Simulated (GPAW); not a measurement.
**A 8-layer slab of Ca(100): work function by functional and basis**

How far do functional and basis move the work function of a 8-layer slab of Ca(100)?

Calculated with GPAW 26.7.0; GPAW, PAW setups; slab in vacuum, relaxation, in the first sound run; inputs show where later runs differ.

### Step 1. The starting structure

The cell holds 8 atoms: 8 Ca. Cell: a = 3.946 Å, b = 3.946 Å, c = 33.530 Å, α = 90.0°, β = 90.0°, γ = 90.0°. Vacuum lies along c.

Coordinates:

```
Ca
1.0
     3.94566    0.00000    0.00000
     0.00000    3.94566    0.00000
     0.00000    0.00000   33.53000
Ca
8
Direct
  0.50000 0.50000 0.20877
  0.00000 0.00000 0.29198
  0.50000 0.50000 0.37519
  0.00000 0.00000 0.45840
  0.50000 0.50000 0.54160
  0.00000 0.00000 0.62481
  0.50000 0.50000 0.70802
  0.00000 0.00000 0.79123
```

### Step 2. Relaxing the atoms

The atoms are relaxed first, since the surface dipole, and with it the work function, follows the positions of the outer layers. The lowest 4 atoms are held at bulk positions and keep their forces.

File run.py:

```python
import json
import numpy as np
from ase import Atoms
from ase.constraints import FixAtoms
from ase.optimize import BFGS
from gpaw import GPAW, PW

slab = Atoms(
    ['Ca', 'Ca', 'Ca', 'Ca', 'Ca', 'Ca', 'Ca', 'Ca'],
    positions=[
        [1.97283, 1.97283, 7.00000],
        [0.00000, 0.00000, 9.79000],
        [1.97283, 1.97283, 12.58000],
        [0.00000, 0.00000, 15.37000],
        [1.97283, 1.97283, 18.16000],
        [0.00000, 0.00000, 20.95000],
        [1.97283, 1.97283, 23.74000],
        [0.00000, 0.00000, 26.53000]],
    cell=[[3.94566, 0.0, 0.0], [0.0, 3.94566, 0.0], [0.0, 0.0, 33.53]],
    pbc=[True, True, False])

slab.calc = GPAW(mode=PW(400), xc='PBE', kpts={'size': (8, 8, 1), 'gamma': True},
                 occupations={'name': 'fermi-dirac', 'width': 0.1}, nbands='160%',
                 convergence={'density': 1e-05}, maxiter=200,
                 poissonsolver={'dipolelayer': 'xy'},
                 symmetry={'tolerance': 1e-3, 'extra_ids': [1, 1, 1, 1, 0, 0, 0, 0]}, txt='slab.txt')
result = {}
slab.set_constraint(FixAtoms([0, 1, 2, 3]))
path = []
opt = BFGS(slab, maxstep=0.2)
opt.attach(lambda: path.append((slab.get_potential_energy(), slab.positions.tolist(), slab.get_forces().tolist())))
result['relaxed'] = bool(opt.run(fmax=0.03, steps=40))
result['path'] = path
energy = slab.get_potential_energy()
fermi = slab.calc.get_fermi_level()
v = slab.calc.get_electrostatic_potential().mean((0, 1)) - fermi
n = slab.calc.get_pseudo_density().mean((0, 1))
L = slab.cell[2, 2]
z = np.arange(len(v)) * L / len(v)
low, high = slab.positions[:, 2].min(), slab.positions[:, 2].max()
below, above = np.interp([low - 4.8, high + 4.8], z, v)
slopes = [np.interp(x, z, np.gradient(v, z)) for x in (low - 4.8, high + 4.8)]
eps = np.array([[slab.calc.get_eigenvalues(k, s) for k in range(len(slab.calc.get_ibz_k_points()))]
                for s in range(slab.calc.get_number_of_spins())]) - fermi
top, bottom = eps[eps < 0].max(), eps[eps > 0].min()
dipole = slab.get_dipole_moment()[2]
print(f'energy {energy:.4f} eV, Fermi level {fermi:.4f} eV, dipole {dipole:.5f} e A')
print(f'potential 4.8 A off the faces, from the Fermi level: lower {below:.4f} eV, upper {above:.4f} eV')
print(f'slope of the potential there: lower {slopes[0]:.5f}, upper {slopes[1]:.5f} eV/A')
print(f'nearest levels on the mesh: {top:.4f} and {bottom:.4f} eV')
print('magnetic moment', round(slab.get_magnetic_moment(), 3))
result.update(energy=energy, fermi=fermi, dipole=dipole, below=below, above=above, slopes=slopes, edges=[top, bottom],
              z=z.tolist(), v=v.tolist(), n=n.tolist(), positions=slab.positions.tolist(),
              forces=slab.get_forces(apply_constraint=False).tolist(), moments=slab.get_magnetic_moments().tolist())
json.dump(result, open('result.json', 'w'))
```

Run with:

```console
OMP_NUM_THREADS=1 OPENBLAS_NUM_THREADS=1 python run.py
```

Output:

```text
Step          Energy          fmax
BFGS:    0      -15.355062        0.121462
BFGS:    1      -15.355350        0.118132
BFGS:    2      -15.360183        0.043135
BFGS:    3      -15.360252        0.049122
BFGS:    4      -15.360509        0.058650
BFGS:    5      -15.361015        0.066030
BFGS:    6      -15.361596        0.056810
BFGS:    7      -15.362014        0.035033
BFGS:    8      -15.362142        0.041698
BFGS:    9      -15.362210        0.042325
BFGS:   10      -15.362328        0.040529
BFGS:   11      -15.362600        0.034576
BFGS:   12      -15.362947        0.031867
BFGS:   13      -15.363369        0.034797
BFGS:   14      -15.363531        0.039362
BFGS:   15      -15.363592        0.039432
BFGS:   16      -15.363633        0.037151
BFGS:   17      -15.363864        0.025620
energy -15.2006 eV, Fermi level 1.2592 eV, dipole 0.00169 e A
potential 4.8 A off the faces, from the Fermi level: lower 2.7865 eV, upper 2.7681 eV
slope of the potential there: lower -0.00576, upper 0.00586 eV/A
nearest levels on the mesh: -0.0057 and 0.0122 eV
magnetic moment 0.0
```

It took 34 min on 1 thread of Intel Xeon 6975P-C (Granite Rapids), shared host; peak memory 0.43 GiB.

The steps of the relaxation:

| step | energy less that of the first step (eV) | largest force (eV/Å) |
| --- | --- | --- |
| 1 | 0.0000 | 0.1215 |
| 2 | -0.0003 | 0.1181 |
| 3 | -0.0050 | 0.0431 |
| 4 | -0.0050 | 0.0491 |
| 5 | -0.0053 | 0.0586 |
| 6 | -0.0059 | 0.0660 |
| 7 | -0.0066 | 0.0568 |
| 8 | -0.0071 | 0.0350 |
| 9 | -0.0073 | 0.0417 |
| 10 | -0.0073 | 0.0423 |
| 11 | -0.0075 | 0.0405 |
| 12 | -0.0077 | 0.0346 |
| 13 | -0.0081 | 0.0319 |
| 14 | -0.0085 | 0.0348 |
| 15 | -0.0087 | 0.0394 |
| 16 | -0.0087 | 0.0394 |
| 17 | -0.0088 | 0.0372 |
| 18 | -0.0090 | 0.0256 |

The atoms that moved most (Å):

| atom | dx | dy | dz | length |
| --- | --- | --- | --- | --- |
| Ca8 | 0.000 | 0.000 | -0.173 | 0.173 |
| Ca7 | 0.000 | 0.000 | -0.039 | 0.039 |
| Ca5 | 0.000 | 0.000 | 0.017 | 0.017 |
| Ca6 | 0.000 | 0.000 | 0.006 | 0.006 |

Final coordinates:

```xyz
8
Lattice="3.9457 0.0000 0.0000 0.0000 3.9457 0.0000 0.0000 0.0000 33.5300" Properties=species:S:1:pos:R:3
Ca    1.9728    1.9728    7.0000
Ca    0.0000    0.0000    9.7900
Ca    1.9728    1.9728   12.5800
Ca    0.0000    0.0000   15.3700
Ca    1.9728    1.9728   18.1773
Ca    0.0000    0.0000   20.9556
Ca    1.9728    1.9728   23.7011
Ca    0.0000    0.0000   26.3568
```

Numbers from this step:

- dipole along the normal: 0.001694 e·Å
- levels nearest the Fermi level on the mesh: -0.005748, 0.01224 eV from the Fermi level
- upper work function: 2.768 eV
- lower work function: 2.787 eV

The electrostatic potential energy of an electron (without an applied field's), less the Fermi level, planar mean oscillates, so the rows of the table below give means over windows of 2.78 Å about each position, cut where the curve ends. Its maxima inside the range that stand out by 2 % of the span (Å: eV): 8.4: 0.806, 11.2: 0.742, 13.9: 0.734, 16.8: 0.800, 19.6: 0.709, 22.3: 0.624, 25.0: 0.441. Its minima: 7.0: -9.92, 9.7: -9.52, 12.7: -9.30, 15.4: -9.59, 18.1: -9.54, 21.0: -9.61, 23.7: -9.52, 26.4: -9.83.

Table of electrostatic potential energy of an electron (without an applied field's), less the Fermi level, planar mean by z; means over each step:

| z (Å) | electrostatic potential energy of an electron (without an applied field's), less the Fermi level, planar mean (eV) |
| --- | --- |
| 1.39 | 2.79 |
| 4.17 | 2.47 |
| 6.95 | -3.38 |
| 9.73 | -3.15 |
| 12.51 | -3.17 |
| 15.29 | -3.19 |
| 18.07 | -3.18 |
| 20.85 | -3.18 |
| 23.63 | -3.19 |
| 26.41 | -3.40 |
| 29.19 | 2.45 |
| 31.97 | 2.77 |

The pseudo valence density, planar mean oscillates, so the rows of the table below give means over windows of 2.72 Å about each position, cut where the curve ends. Its maxima inside the range that stand out by 2 % of the span (Å: e/Å³): 6.9: 0.594, 9.8: 0.603, 12.6: 0.613, 15.3: 0.599, 18.2: 0.605, 21.0: 0.614, 23.7: 0.613, 26.4: 0.608. Its minima: 8.4: 0.0555, 11.1: 0.0539, 14.0: 0.0540, 16.8: 0.0532, 19.5: 0.0544, 22.4: 0.0554, 24.9: 0.0611.

The pseudo valence density, planar mean by z; means over each step:

z (Å), pseudo valence density, planar mean (e/Å³) and a bar:
```
     1.36      0.000 
     4.08      0.004 #
     6.80      0.227 #############################
     9.52      0.235 ##############################
    12.24      0.234 ##############################
    14.96      0.234 ##############################
    17.68      0.233 ##############################
    20.40      0.234 ##############################
    23.12      0.235 ##############################
    25.84      0.237 ##############################
    28.56      0.015 ##
    31.28      0.000
```

The relaxation lowered the energy of the cell by 0.00904 eV (energies extrapolated to zero smearing; the optimiser's log prints free energies). The largest force left on a free atom is 0.026 eV/Å.

### Step 3. Plane waves, PBE

With the geometry fixed, the planar mean of the potential gives the vacuum level on each side.

This step: GPAW, PAW setups; slab in vacuum (GPAW 26.7.0).

Changes to run.py since step 2:

```diff
@@ -3,4 +3,2 @@
 from ase import Atoms
-from ase.constraints import FixAtoms
-from ase.optimize import BFGS
 from gpaw import GPAW, PW
@@ -14,6 +12,6 @@
         [0.00000, 0.00000, 15.37000],
-        [1.97283, 1.97283, 18.16000],
-        [0.00000, 0.00000, 20.95000],
-        [1.97283, 1.97283, 23.74000],
-        [0.00000, 0.00000, 26.53000]],
+        [1.97283, 1.97283, 18.17733],
+        [0.00000, 0.00000, 20.95562],
+        [1.97283, 1.97283, 23.70114],
+        [0.00000, 0.00000, 26.35684]],
     cell=[[3.94566, 0.0, 0.0], [0.0, 3.94566, 0.0], [0.0, 0.0, 33.53]],
@@ -25,10 +23,4 @@
                  poissonsolver={'dipolelayer': 'xy'},
-                 symmetry={'tolerance': 1e-3, 'extra_ids': [1, 1, 1, 1, 0, 0, 0, 0]}, txt='slab.txt')
+                 symmetry={'tolerance': 1e-3}, txt='slab.txt')
 result = {}
-slab.set_constraint(FixAtoms([0, 1, 2, 3]))
-path = []
-opt = BFGS(slab, maxstep=0.2)
-opt.attach(lambda: path.append((slab.get_potential_energy(), slab.positions.tolist(), slab.get_forces().tolist())))
-result['relaxed'] = bool(opt.run(fmax=0.03, steps=40))
-result['path'] = path
 energy = slab.get_potential_energy()
```

Output:

```text
energy -15.2006 eV, Fermi level 1.2592 eV, dipole 0.00167 e A
potential 4.8 A off the faces, from the Fermi level: lower 2.7866 eV, upper 2.7682 eV
slope of the potential there: lower -0.00577, upper 0.00587 eV/A
nearest levels on the mesh: -0.0057 and 0.0122 eV
magnetic moment 0.0
```

It took 4 min on 1 thread; peak memory 0.42 GiB.

This step gave:

```
dipole along the normal                    : 0.001666 e·Å
levels nearest the Fermi level on the mesh : -0.005740, 0.01223 eV from the Fermi level
```

The electrostatic potential energy of an electron (without an applied field's), less the Fermi level, planar mean oscillates, so the rows of the table below give means over windows of 2.78 Å about each position, cut where the curve ends. Its maxima inside the range that stand out by 2 % of the span (Å: eV): 8.4: 0.806, 11.2: 0.742, 13.9: 0.734, 16.8: 0.800, 19.6: 0.709, 22.3: 0.624, 25.0: 0.441. Its minima: 7.0: -9.92, 9.7: -9.52, 12.7: -9.30, 15.4: -9.59, 18.1: -9.54, 21.0: -9.61, 23.7: -9.52, 26.4: -9.83.

Table of electrostatic potential energy of an electron (without an applied field's), less the Fermi level, planar mean by z; means over each step:

(Unchanged from step 2.)

The pseudo valence density, planar mean oscillates, so the rows of the table below give means over windows of 2.72 Å about each position, cut where the curve ends. Its maxima inside the range that stand out by 2 % of the span (Å: e/Å³): 6.9: 0.594, 9.8: 0.603, 12.6: 0.613, 15.3: 0.599, 18.2: 0.605, 21.0: 0.614, 23.7: 0.613, 26.4: 0.608. Its minima: 8.4: 0.0555, 11.1: 0.0539, 14.0: 0.0540, 16.8: 0.0532, 19.5: 0.0544, 22.4: 0.0554, 24.9: 0.0611.

Table of pseudo valence density, planar mean by z; means over each step:

| z (Å) | pseudo valence density, planar mean (e/Å³) |
| --- | --- |
| 1.36 | 3.3e-5 |
| 4.08 | 0.00431 |
| 6.80 | 0.227 |
| 9.52 | 0.235 |
| 12.24 | 0.234 |
| 14.96 | 0.234 |
| 17.68 | 0.233 |
| 20.40 | 0.234 |
| 23.12 | 0.235 |
| 25.84 | 0.237 |
| 28.56 | 0.0146 |
| 31.28 | 1.3e-4 |

Force by atom:

| atom | x (eV/Å) | y (eV/Å) | z (eV/Å) | size |
| --- | --- | --- | --- | --- |
| Ca1 | 0.000 | 0.000 | 0.122 | 0.122 |
| Ca2 | 0.000 | 0.000 | -0.075 | 0.075 |
| Ca3 | 0.000 | 0.000 | -0.006 | 0.006 |
| Ca4 | 0.000 | 0.000 | 0.019 | 0.019 |
| Ca5 | 0.000 | 0.000 | -0.026 | 0.026 |
| Ca6 | 0.000 | 0.000 | -0.017 | 0.017 |
| Ca7 | 0.000 | 0.000 | -0.025 | 0.025 |
| Ca8 | 0.000 | 0.000 | 0.009 | 0.009 |

The potential is flat to 0.006 eV/Å where it is read, so the vacuum is wide enough.

### Step 4. Self-consistent run: xc = "LDA"

The same geometry under LDA, to see how far the functional moves the levels against the vacuum.

Changes to run.py since step 3:

```diff
@@ -19,3 +19,3 @@
 
-slab.calc = GPAW(mode=PW(400), xc='PBE', kpts={'size': (8, 8, 1), 'gamma': True},
+slab.calc = GPAW(mode=PW(400), xc='LDA', kpts={'size': (8, 8, 1), 'gamma': True},
                  occupations={'name': 'fermi-dirac', 'width': 0.1}, nbands='160%',
```

Output:

```text
energy -17.1421 eV, Fermi level 1.0898 eV, dipole 0.00143 e A
potential 4.8 A off the faces, from the Fermi level: lower 2.9058 eV, upper 2.8901 eV
slope of the potential there: lower -0.00527, upper 0.00538 eV/A
nearest levels on the mesh: -0.0072 and 0.0003 eV
magnetic moment 0.0
```

Run time: 4.1 min. Hardware: 1 thread; peak memory 0.42 GiB.

This step gave:

- dipole along the normal: 0.001426 e·Å
- levels nearest the Fermi level on the mesh: -0.007234, 3.48e-4 eV from the Fermi level
- upper work function: 2.890 eV
- lower work function: 2.906 eV

The electrostatic potential energy of an electron (without an applied field's), less the Fermi level, planar mean oscillates, so the rows of the table below give means over windows of 2.78 Å about each position, cut where the curve ends. Its maxima inside the range that stand out by 2 % of the span (Å: eV): 8.4: 1.02, 11.2: 0.953, 13.9: 0.947, 16.8: 1.01, 19.6: 0.922, 22.3: 0.839, 25.0: 0.662. Its minima: 7.0: -9.76, 9.7: -9.35, 12.7: -9.13, 15.4: -9.43, 18.1: -9.37, 21.0: -9.44, 23.7: -9.34, 26.4: -9.67.

The electrostatic potential energy of an electron (without an applied field's), less the Fermi level, planar mean by z; means over each step:

| z (Å) | electrostatic potential energy of an electron (without an applied field's), less the Fermi level, planar mean (eV) |
| --- | --- |
| 1.39 | 2.91 |
| 4.17 | 2.59 |
| 6.95 | -3.21 |
| 9.73 | -2.95 |
| 12.51 | -2.97 |
| 15.29 | -2.99 |
| 18.07 | -2.99 |
| 20.85 | -2.98 |
| 23.63 | -2.99 |
| 26.41 | -3.22 |
| 29.19 | 2.58 |
| 31.97 | 2.89 |

The pseudo valence density, planar mean oscillates, so the rows of the table below give means over windows of 2.72 Å about each position, cut where the curve ends. Its maxima inside the range that stand out by 2 % of the span (Å: e/Å³): 6.9: 0.593, 9.8: 0.602, 12.6: 0.612, 15.3: 0.598, 18.2: 0.603, 21.0: 0.612, 23.7: 0.612, 26.4: 0.606. Its minima: 8.4: 0.0554, 11.1: 0.0539, 14.0: 0.0540, 16.8: 0.0531, 19.5: 0.0544, 22.4: 0.0554, 24.9: 0.0613.

Table of pseudo valence density, planar mean by z; means over each step:

| z (Å) | pseudo valence density, planar mean (e/Å³) |
| --- | --- |
| 1.36 | 3.1e-5 |
| 4.08 | 0.00424 |
| 6.80 | 0.227 |
| 9.52 | 0.235 |
| 12.24 | 0.234 |
| 14.96 | 0.234 |
| 17.68 | 0.233 |
| 20.40 | 0.234 |
| 23.12 | 0.235 |
| 25.84 | 0.237 |
| 28.56 | 0.0146 |
| 31.28 | 1.3e-4 |

Force by atom:

| atom | x (eV/Å) | y (eV/Å) | z (eV/Å) | size |
| --- | --- | --- | --- | --- |
| Ca1 | 0.000 | 0.000 | 0.276 | 0.276 |
| Ca2 | 0.000 | 0.000 | -0.078 | 0.078 |
| Ca3 | 0.000 | 0.000 | -0.005 | 0.005 |
| Ca4 | 0.000 | 0.000 | 0.015 | 0.015 |
| Ca5 | 0.000 | 0.000 | -0.022 | 0.022 |
| Ca6 | 0.000 | 0.000 | -0.014 | 0.014 |
| Ca7 | 0.000 | 0.000 | -0.008 | 0.008 |
| Ca8 | 0.000 | 0.000 | -0.165 | 0.165 |

The upper face's work function is 2.890 eV, against 2.768 eV in the first plane-wave PBE run at this geometry.

### Step 5. Self-consistent run: xc = "RPBE"

The same geometry under RPBE, to see how far the functional moves the levels against the vacuum.

Changes to run.py since step 4:

```diff
@@ -19,3 +19,3 @@
 
-slab.calc = GPAW(mode=PW(400), xc='LDA', kpts={'size': (8, 8, 1), 'gamma': True},
+slab.calc = GPAW(mode=PW(400), xc='RPBE', kpts={'size': (8, 8, 1), 'gamma': True},
                  occupations={'name': 'fermi-dirac', 'width': 0.1}, nbands='160%',
```

Output:

```text
energy -13.8123 eV, Fermi level 1.3528 eV, dipole 0.00192 e A
potential 4.8 A off the faces, from the Fermi level: lower 2.7121 eV, upper 2.6907 eV
slope of the potential there: lower -0.00657, upper 0.00663 eV/A
nearest levels on the mesh: -0.0001 and 0.0038 eV
magnetic moment 0.0
```

It took 3.5 min on 1 thread; peak memory 0.42 GiB.

Numbers from this step:

```
dipole along the normal                    : 0.001919 e·Å
levels nearest the Fermi level on the mesh : -1.14e-4, 0.003840 eV from the Fermi level
upper work function                        : 2.691 eV
lower work function                        : 2.712 eV
```

The upper face's work function is 2.691 eV, against 2.768 eV in the first plane-wave PBE run at this geometry.

### Step 6. Self-consistent run: xc = "vdW-DF2"

The same geometry under vdW-DF2, to see how far the functional moves the levels against the vacuum (the van der Waals functionals take revPBE setups).

Changes to run.py since step 5:

```diff
@@ -19,3 +19,3 @@
 
-slab.calc = GPAW(mode=PW(400), xc='RPBE', kpts={'size': (8, 8, 1), 'gamma': True},
+slab.calc = GPAW(mode=PW(400), xc='vdW-DF2', kpts={'size': (8, 8, 1), 'gamma': True},
                  occupations={'name': 'fermi-dirac', 'width': 0.1}, nbands='160%',
```

Output:

```text
energy -303.2620 eV, Fermi level 1.1545 eV, dipole 0.00129 e A
potential 4.8 A off the faces, from the Fermi level: lower 2.9793 eV, upper 2.9653 eV
slope of the potential there: lower -0.00915, upper 0.00940 eV/A
nearest levels on the mesh: -0.0138 and 0.0060 eV
magnetic moment 0.0
```

Wall time 7 min (1 thread); peak memory 0.75 GiB.

Numbers from this step:

* dipole along the normal: 0.001289 e·Å
* levels nearest the Fermi level on the mesh: -0.01377, 0.006007 eV from the Fermi level
* upper work function: 2.965 eV
* lower work function: 2.979 eV

The electrostatic potential energy of an electron (without an applied field's), less the Fermi level, planar mean oscillates, so the rows of the table below give means over windows of 2.78 Å about each position, cut where the curve ends. Its maxima inside the range that stand out by 2 % of the span (Å: eV): 8.4: 0.809, 11.2: 0.779, 13.9: 0.774, 16.8: 0.834, 19.6: 0.748, 22.3: 0.663, 25.0: 0.448. Its minima: 7.0: -9.81, 9.7: -9.44, 12.7: -9.21, 15.4: -9.50, 18.1: -9.45, 21.0: -9.52, 23.7: -9.44, 26.4: -9.72.

Electrostatic potential energy of an electron (without an applied field's), less the Fermi level, planar mean against z; means over each step:

| z (Å) | electrostatic potential energy of an electron (without an applied field's), less the Fermi level, planar mean (eV) |
| --- | --- |
| 1.39 | 2.98 |
| 4.17 | 2.62 |
| 6.95 | -3.29 |
| 9.73 | -3.10 |
| 12.51 | -3.10 |
| 15.29 | -3.12 |
| 18.07 | -3.12 |
| 20.85 | -3.12 |
| 23.63 | -3.14 |
| 26.41 | -3.32 |
| 29.19 | 2.61 |
| 31.97 | 2.97 |

The upper face's work function is 2.965 eV, against 2.768 eV in the first plane-wave PBE run at this geometry.

(Part 1 of 2 ends here.)

[Logs are printed without paths, hosts, clocks, repeated set-up lines and the standing remarks that a program may print on its own settings, such as how far it seeks lower states.]

[Hosts, paths, dates, database ids (printed as entryN), source tags and the programs' standing remarks are cut or masked in the printed files.]
